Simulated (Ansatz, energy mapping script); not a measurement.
# NiO: exchange couplings from total energies, part 2 of 2

Aim: the exchange couplings of NiO from the energies of a few collinear orders, and the ordering temperature that they give.

PBE; plane waves, collinear spin, no spin–orbit coupling.

So far. Step 6 (Order 5: parallel, cell C of 6 atoms): The run ends ferromagnetic. For each magnetic atom its energy differs from the parallel run of the first cell by 3.11 meV, an error that one common reference would have brought in. Step 7 (Run 6 (uncompensated ++−; cell C, 6 atoms)): The run ends ferrimagnetic, 193.04 meV a magnetic atom below the parallel order of its cell.

In doubt: warnings of the run leave room for a lower electronic state (steps 8, 10), so energies may not be the lowest and differences between runs may mislead.

**8. Parallel start in cell D (6 atoms)**

A new cell needs its own zero of energy.

This run holds the same structure in another cell (c 7.226 → 6.596 Å, α 90.0 → 102.9°, β 90.0 → 102.9°, γ 120.0 → 90.0°).

File input.yaml:

```yaml
crystal:
  lattice:
    - [0.0, 2.085901641, 2.085901641]
    - [0.0, 2.085901641, -2.085901641]
    - [-6.257704923, -2.085901641, 0.0]
  atoms:
    - { symbol: Ni, position: [0.0, 0.0, 0.0], spin: 2.0 }
    - { symbol: Ni, position: [0.333333333, 0.333333333, 0.666666667], spin: 2.0 }
    - { symbol: Ni, position: [0.666666667, 0.666666667, 0.333333333], spin: 2.0 }
    - { symbol: O, position: [0.833333333, 0.833333333, 0.666666667] }
    - { symbol: O, position: [0.166666667, 0.166666667, 0.333333333] }
    - { symbol: O, position: [0.5, 0.5, 0.0] }
magnetization:
  spin_polarized: true
kpoints:
  mp_grid: { grid: [9, 9, 9] }
hamiltonian:
  xc: pbe
scf:
  occupations: { method: fermi_dirac, width: 0.05 }
output:
  eigenvalues: true
```

Command:

```bash
$ ansatz run input.yaml --threads 4 --pin off --max-ram 8192MiB --backend cpu --events-out ev --progress --plain --runs-dir out
```

Numbers of over 12 decimals in the logs are rounded to 6 here.

Output:

```text
[...]
Crystal: 6 atoms, lattice volume = 54.454 Å³
Basis set: ecut = 420 eV, 1049 PW (Γ)
Bands: 47, of which v1, the nominal top of the filled ones, is band 36 counted from 1 (35 counted from 0)
Symmetry: 48 space group operations
[...]
k-points: 75 of 729
[...]
Starting moments: Σ|m| = 6 μB on 3 of 6 sites
[...]
k-point 0 ↑: bands = [... 32 lower, 11.8681, 12.8150, 12.8150, 13.0134, 13.0134, 13.0134, 13.0134, 15.9995, ... 7 higher]
  k-point 1 ↑: bands = [... 32 lower, 11.9940, 12.6884, 12.8968, 12.9856, 12.9856, 13.0174, 13.0174, 16.1440, ... 7 higher]
  k-point 2 ↑: bands = [... 32 lower, 12.2919, 12.5377, 12.9270, 12.9474, 12.9474, 12.9864, 12.9864, 16.5516, ... 7 higher]
  k-point 74 ↓: bands = [... 32 lower, 13.8216, 14.3485, 14.8802, 14.8802, 14.9645, 15.4206, 15.4206, 21.1415, ... 7 higher]
[key lines of the parts left out:]
SCF converged after 13 iterations
Magnetization: 5.1869 μB (38.5934 up, 33.4066 down)
Free energy (F): -19217.015070 eV
Fermi energy:    14.540560 eV
```

Elapsed: 9.7 s, on 4 threads of Arm Neoverse V1, shared host; peak memory 0.59 GiB.

The run ends ferromagnetic. For each magnetic atom its energy differs from the parallel run of the first cell by 2.03 meV, an error that one common reference would have brought in.

**9. Run 8 (uncompensated ++−; cell D, 6 atoms)**

This order reverses 5.33 of the 12 neighbours at 2.95 Å, 1.33 of the 6 neighbours at 4.17 Å and 16 of the 24 neighbours at 5.11 Å, counted for an average magnetic atom.

input.yaml: that of step 8 with these lines changed.

```diff
@@ -8,3 +8,3 @@
     - { symbol: Ni, position: [0.333333333, 0.333333333, 0.666666667], spin: 2.0 }
-    - { symbol: Ni, position: [0.666666667, 0.666666667, 0.333333333], spin: 2.0 }
+    - { symbol: Ni, position: [0.666666667, 0.666666667, 0.333333333], spin: -2.0 }
     - { symbol: O, position: [0.833333333, 0.833333333, 0.666666667] }
```

Output:

```text
[...]
Crystal: 6 atoms, lattice volume = 54.454 Å³
Basis set: ecut = 420 eV, 1049 PW (Γ)
Bands: 47, of which v1, the nominal top of the filled ones, is band 36 counted from 1 (35 counted from 0)
Symmetry: 16 space group operations
[...]
k-points: 75 of 729
[...]
Starting moments: Σ|m| = 6 μB on 3 of 6 sites
[...]
k-point 0 ↑: bands = [... 32 lower, 12.7659, 13.0224, 13.0224, 13.6309, 13.6309, 14.1441, 14.8199, 16.1098, ... 7 higher]
  k-point 1 ↑: bands = [... 32 lower, 12.7497, 13.0105, 13.0105, 13.6226, 13.6226, 14.1442, 14.8242, 16.2551, ... 7 higher]
  k-point 2 ↑: bands = [... 32 lower, 12.7239, 12.9762, 12.9762, 13.5991, 13.5991, 14.1443, 14.8253, 16.6717, ... 7 higher]
  k-point 74 ↓: bands = [... 32 lower, 13.6594, 13.7694, 13.7864, 14.7590, 14.8880, 15.0493, 15.4459, 20.9740, ... 7 higher]
[key lines of the parts left out:]
SCF converged after 16 iterations
Magnetization: 1.8929 μB (36.9465 up, 35.0535 down)
Free energy (F): -19217.163969 eV
Fermi energy:    14.527281 eV
```

Wall time 12 s (4 threads); peak memory 0.6 GiB; 44 s of CPU time.

The run ends ferrimagnetic, 50.95 meV a magnetic atom below the parallel order of its cell (energies taken at zero occupation width, not the printed F).

**10. Order 9: parallel, cell E of 6 atoms**

A new cell needs its own zero of energy.

This run holds the same structure in another cell (b 2.950 → 4.172 Å, c 6.596 → 5.109 Å, α 102.9 → 114.1°, β 102.9 → 106.8°).

input.yaml, the sections that differ from step 9:

```yaml
crystal:
  lattice:
    - [0.0, -2.085901641, -2.085901641]
    - [-4.171803282, 0.0, 0.0]
    - [2.085901641, 4.171803282, -2.085901641]
  atoms:
    - { symbol: Ni, position: [0.666666667, 0.666666667, 0.333333333], spin: 2.0 }
    - { symbol: Ni, position: [0.333333333, 0.333333333, 0.666666667], spin: 2.0 }
    - { symbol: Ni, position: [0.0, 0.0, 0.0], spin: 2.0 }
    - { symbol: O, position: [0.666666667, 0.166666667, 0.333333333] }
    - { symbol: O, position: [0.333333333, 0.833333333, 0.666666667] }
    - { symbol: O, position: [0.0, 0.5, 0.0] }
# magnetization, kpoints, hamiltonian, scf, output: as in step 9
```

Output:

```text
[...]
Crystal: 6 atoms, lattice volume = 54.454 Å³
Basis set: ecut = 420 eV, 1045 PW (Γ)
Bands: 47, of which v1, the nominal top of the filled ones, is band 36 counted from 1 (35 counted from 0)
Symmetry: 24 space group operations
[...]
k-points: 125 of 729
[...]
Starting moments: Σ|m| = 6 μB on 3 of 6 sites
[...]
k-point 0 ↑: bands = [... 32 lower, 12.6722, 12.8391, 12.8391, 13.0543, 13.0543, 13.9869, 13.9869, 15.9993, ... 7 higher]
  k-point 1 ↑: bands = [... 32 lower, 12.6982, 12.7571, 12.9682, 13.0070, 13.0838, 13.4324, 14.4142, 16.2775, ... 7 higher]
  k-point 2 ↑: bands = [... 32 lower, 12.8043, 12.8209, 12.8226, 12.9573, 13.0434, 13.0805, 14.6525, 16.9773, ... 7 higher]
  k-point 124 ↓: bands = [... 32 lower, 13.9096, 15.1124, 15.1124, 15.9460, 15.9460, 16.6894, 16.6896, 20.2303, ... 7 higher]
[key lines of the parts left out:]
SCF converged after 14 iterations
Magnetization: 5.1779 μB (38.5890 up, 33.4110 down)
Free energy (F): -19217.014952 eV
Fermi energy:    14.541701 eV
```

The job ended after 17 s (4 threads; peak memory 0.74 GiB).

The run ends ferromagnetic. For each magnetic atom its energy differs from the parallel run of the first cell by 2.17 meV, an error that one common reference would have brought in.

**11. Run 10 (uncompensated ++−; cell E, 6 atoms)**

This order reverses 6.67 of the 12 neighbours at 2.95 Å, 2.67 of the 6 neighbours at 4.17 Å and 8 of the 24 neighbours at 5.11 Å, counted for an average magnetic atom.

input.yaml: that of step 10 with these lines changed.

```diff
@@ -8,3 +8,3 @@
     - { symbol: Ni, position: [0.333333333, 0.333333333, 0.666666667], spin: 2.0 }
-    - { symbol: Ni, position: [0.0, 0.0, 0.0], spin: 2.0 }
+    - { symbol: Ni, position: [0.0, 0.0, 0.0], spin: -2.0 }
     - { symbol: O, position: [0.666666667, 0.166666667, 0.333333333] }
```

Output:

```text
[...]
Crystal: 6 atoms, lattice volume = 54.454 Å³
Basis set: ecut = 420 eV, 1045 PW (Γ)
Bands: 47, of which v1, the nominal top of the filled ones, is band 36 counted from 1 (35 counted from 0)
Symmetry: 8 space group operations
[...]
k-points: 125 of 729
[...]
Starting moments: Σ|m| = 6 μB on 3 of 6 sites
[...]
k-point 0 ↑: bands = [... 32 lower, 13.0437, 13.1227, 13.3365, 13.6306, 14.0179, 14.7388, 15.6033, 16.1075, ... 7 higher]
  k-point 1 ↑: bands = [... 32 lower, 13.0350, 13.2211, 13.3415, 13.6251, 13.8667, 14.7351, 15.6805, 16.3894, ... 7 higher]
  k-point 2 ↑: bands = [... 32 lower, 13.0121, 13.3312, 13.3537, 13.6075, 13.6793, 14.7122, 15.7918, 17.0991, ... 7 higher]
  k-point 124 ↓: bands = [... 32 lower, 13.7896, 13.8608, 14.1094, 15.2207, 15.9277, 16.4169, 16.5205, 20.1707, ... 7 higher]
[key lines of the parts left out:]
SCF converged after 14 iterations
Magnetization: 1.9508 μB (36.9754 up, 35.0246 down)
Free energy (F): -19217.351558 eV
Fermi energy:    14.495940 eV
```

Run time: 17 s. Hardware: 4 threads; peak memory 0.76 GiB.

The run ends ferrimagnetic, 115.70 meV a magnetic atom below the parallel order of its cell (energies taken at zero occupation width, not the printed F).

**12. From energies to couplings**

Each energy difference is a sum of couplings weighted by the pairs that the order reverses. A few near shells are fitted to the differences by least squares. Energies are those extrapolated to zero occupation width, not the free energies F.

The orders that converged (zero: parallel moments in the same cell):

| order | atoms | energy (meV a magnetic atom) | moments (μB) | moments kept as typed | opposed neighbours at 2.95, 4.17, 5.11 Å |
| --- | --- | --- | --- | --- | --- |
| parallel in cell A | 4 | 0.00 | 1.42 | yes | 0, 0, 0 |
| compensated +− in cell A | 4 | 39.74 | 1.38 | yes | 8, 0, 16 |
| parallel in cell B | 4 | 0.00 | 1.40 | yes | 0, 0, 0 |
| compensated +− in cell B | 4 | -271.98 | 1.36 | yes | 6, 6, 12 |
| parallel in cell C | 6 | 0.00 | 1.40 | yes | 0, 0, 0 |
| uncompensated ++− in cell C | 6 | -193.04 | 1.32 to 1.45 | yes | 4, 4, 12 |
| parallel in cell D | 6 | 0.00 | 1.40 | yes | 0, 0, 0 |
| uncompensated ++− in cell D | 6 | -50.95 | 1.39 to 1.45 | yes | 5.33, 1.33, 16 |
| parallel in cell E | 6 | 0.00 | 1.40 | yes | 0, 0, 0 |
| uncompensated ++− in cell E | 6 | -115.70 | 1.38 to 1.47 | yes | 6.67, 2.67, 8 |

Fitted to E = −Σ J e·e over ordered pairs of unit vectors (J > 0 favours parallel moments):

```
 pair  distance (Å)  neighbours  J (meV)
Ni–Ni          2.95          12     2.57
Ni–Ni          4.17           6    -25.3
Ni–Ni          5.11          24  -0.0183
Ni–Ni          5.90          12    -1.11
```

These orders cannot tell some unfitted shells from fitted ones: the value at 2.95 Å holds J(2.95) + 4 J(7.80) + J(8.85), the value at 5.11 Å holds J(5.11) + J(8.85) and the value at 5.90 Å holds J(5.90) − J(8.85); other unfitted shells add to the values wholly or in part.

Adding the shell at 6.60 Å gives 2.8, -25, 0.017, -1.2 and -0.16 meV and a mean-field temperature of 1060 K, an exact solve that tests nothing.

Limits of this fit: some orders are gapless and others have a gap.

In mean field these couplings order at 1070 K, at q = (0.50, 0.50, 0.50) in fractions of the conventional cell's reciprocal vectors, and give a Curie–Weiss temperature of -1042 K.

**13. Monte Carlo**

Mean field ignores fluctuations and overstates the ordering temperature, so the model is also sampled. The heat capacity peaks where order sets in.

Classical unit spins with these couplings on 8×8×4 copies of a cell that holds the lowest order (512 spins), heat-bath sweeps, cooled from random directions, 831 sweeps to settle and 2493 measured at each temperature, averaged over 4 runs.

```
T (K)  order along the lowest pattern  net moment  heat capacity (k_B a spin)
  128                            0.37        0.01                        1.00
  220                            0.42        0.01                        1.04
  356                            0.40        0.01                        1.16
  448                            0.39        0.02                        1.30
  539                            0.35        0.02                        1.37
  676                            0.27        0.02                        1.89
  767                            0.21        0.02                        1.72
  858                            0.15        0.03                        1.10
  949                            0.12        0.03                        0.60
 1086                            0.09        0.03                        0.38
 1177                            0.08        0.03                        0.29
```

The smoothed heat capacity peaks at 697 K. The order column follows one pattern alone; equivalent domains or another pattern share the rest.

**14. Comparison**

The first set of orders, under PBE+U (6 eV), took 4.5 min of CPU time summed over its finished orders (seed run apart), these 5.4 min.

```
                           quantity  this set  first set
                   J at 2.95 Å, meV      2.57      0.613
                   J at 4.17 Å, meV     -25.3      -9.65
                   J at 5.11 Å, meV   -0.0183     0.0254
                   J at 5.90 Å, meV     -1.11     -0.360
ordering temperature, mean field, K      1070        415
 heat-capacity peak, Monte Carlo, K       697        273
```

The coupling that led in the first set goes from -9.65 to -25.3 meV.

**15. Outcome**

- lowest order tried: compensated +− in cell B
- largest fitted value (a combination of shells), Ni–Ni at 4.17 Å: -25.3 meV
- ordering temperature, mean field: 1070 K
- heat-capacity peak, Monte Carlo: 697 K

What this shows: Of the orders tried, NiO prefers the order “compensated +− in cell B” under PBE, with 6 of 12 neighbours at 2.95 Å, 6 of 6 neighbours at 4.17 Å and 12 of 24 neighbours at 5.11 Å opposed, and the heat capacity of the fitted model peaks near 697 K (Monte Carlo, classical spins). The coupling at 4.17 Å is 2.6 times that of the first set, at 1.2 times the CPU time. The largest fitted coupling is the Ni–Ni pair at 4.17 Å, antiferromagnetic at -25 meV, across a ligand at about 180°. The orders also reverse pairs at 6.60 Å, which are not fitted, so the fitted values hold their part too. With 5 differences for 4 couplings the fit misses by 2.0 meV at most, a small part of the spread. In the fitted orders moments change by up to 6.2 % against the parallel run of the same cell, so the mapping is rough. The fit is in doubt: some orders are gapless and others have a gap. The couplings are then rough, the small ones most of all. Monte Carlo puts the peak at 0.65 of the mean-field temperature, since mean field leaves out fluctuations. In tests on simple cubic and body-centred models such peaks lay 5 to 6 % under the bulk value. On cooling, the order along the one computed pattern stays at or under 0.44: the model settles in an equivalent domain, a degenerate mixture or another order.

Calculation against experiment:

| quantity | measured | PBE, Monte Carlo |
| --- | --- | --- |
| ordering temperature (spin model) (K) | 523 | 697 (+33.3 %) |

Measured values from arxiv:1210.6675 (2012).

Verdict: The ordering temperature is off by +33.3 %. No cell relaxation is part of this session.

[Logs and program files are shortened in this print: banners, set-up blocks, solver, clock and traceback lines can be left out without a mark of their own.]

[Logs are printed without paths, hosts, clocks, repeated set-up lines and the standing remarks that a program may print on its own settings, such as how far it seeks lower states.]

[Hosts, paths, dates, database ids (printed as entryN), source tags and the programs' standing remarks are cut or masked in the printed files.]

[Where a cell is said to come from a database of computed structures, the database is the Materials Project.]
